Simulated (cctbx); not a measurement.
## Lattice, Laue class and space group of a new crystal

Cell: a = 9.7400 Å, b = 9.7400 Å, c = 6.3010 Å, α = 90.00°, β = 90.00°, γ = 120.00°. Expected content of the cell: In2 Y6 Ni2 S14.

Simulated single-crystal data (cctbx): Mo Kα, λ = 0.71073 Å, to d = 0.7 Å, 50 % of the full sphere, strongest reflection 70000 counts, noise from counting, a 6 % proportional error and a noise floor of 8 counts (s.d.); no absorption.

A first pass over the reflections prints:

```text
3134 reflections to d = 0.700 A
centring   violations  <I/sigma> of those
    A       1513 of  1531     14.5
    B       1539 of  1551     14.5
    C       1544 of  1554     14.6
    I       1574 of  1587     14.6
    R       2089 of  2110     14.6
    F       2298 of  2318     14.5
Laue class    unique    Rint  (classes that these axes allow; Friedel mates merged)
P -1             2346   0.058
P 1 1 2/m        1558   0.058
P -3             1039   0.060
P -3 1 m          580   0.102
P -3 m 1          612   0.102
P 6/m             574   0.065
P 6/m m m         357   0.105
space group    extra absences  I>4sigma  <I/sigma>
P 6 2 2                 0          0         -  acentric
P 63 2 2                5          0       0.6  acentric
P 6 m m                 0          0         -  acentric
P -6 m 2                0          0         -  acentric
P -6 2 m                0          0         -  acentric
P 6/m m m               0          0         -  centric
Wilson B = 1.36 A^2   <|E^2-1|> = 0.608 (0.968 centric, 0.736 acentric)   E^2>4: 0.0 %
shell (A)         n   <I/sigma>
 8.44 - 1.40     59     27.5
 1.40 - 1.11     48     27.3
 1.11 - 0.97     42     22.7
 0.97 - 0.88     43     25.5
 0.88 - 0.82     42     21.1
 0.82 - 0.77     47     23.3
 0.77 - 0.73     37     22.9
 0.73 - 0.70     39     21.5
```

**Question.** What are the lattice type, the Laue class and the likely space group?

Every centring test has many violations, so the lattice is primitive.

Rint stays low (0.058 to 0.105) up to P 6/m m m, the highest class in these axes.

6 settings pass the absence test. The most absences obeyed, 5, belong to P 63 2 2 alone.

⟨|E²−1|⟩ = 0.608 leans to a non-centrosymmetric structure, or to twinning, which lowers it. The Wilson B of 1.36 Å² means U ≈ 0.0172 Å².

The true group is P6_3 (no. 173), Laue class 6/m, non-centrosymmetric. It isn't in the list: the twinning raises the apparent Laue symmetry.

The crystal is twinned by the law (0 -1 0 -1 0 0 0 0 -1) with a minor fraction of 0.4; Rint in the higher class falls towards the noise as the fraction nears 1/2.

The model was made for the exercise: a known structure type with other elements put in, its volume estimated, not relaxed; displacement parameters are assumed.

[Logs are printed without paths, hosts, clocks, repeated set-up lines and the standing remarks that a program may print on its own settings, such as how far it seeks lower states.]
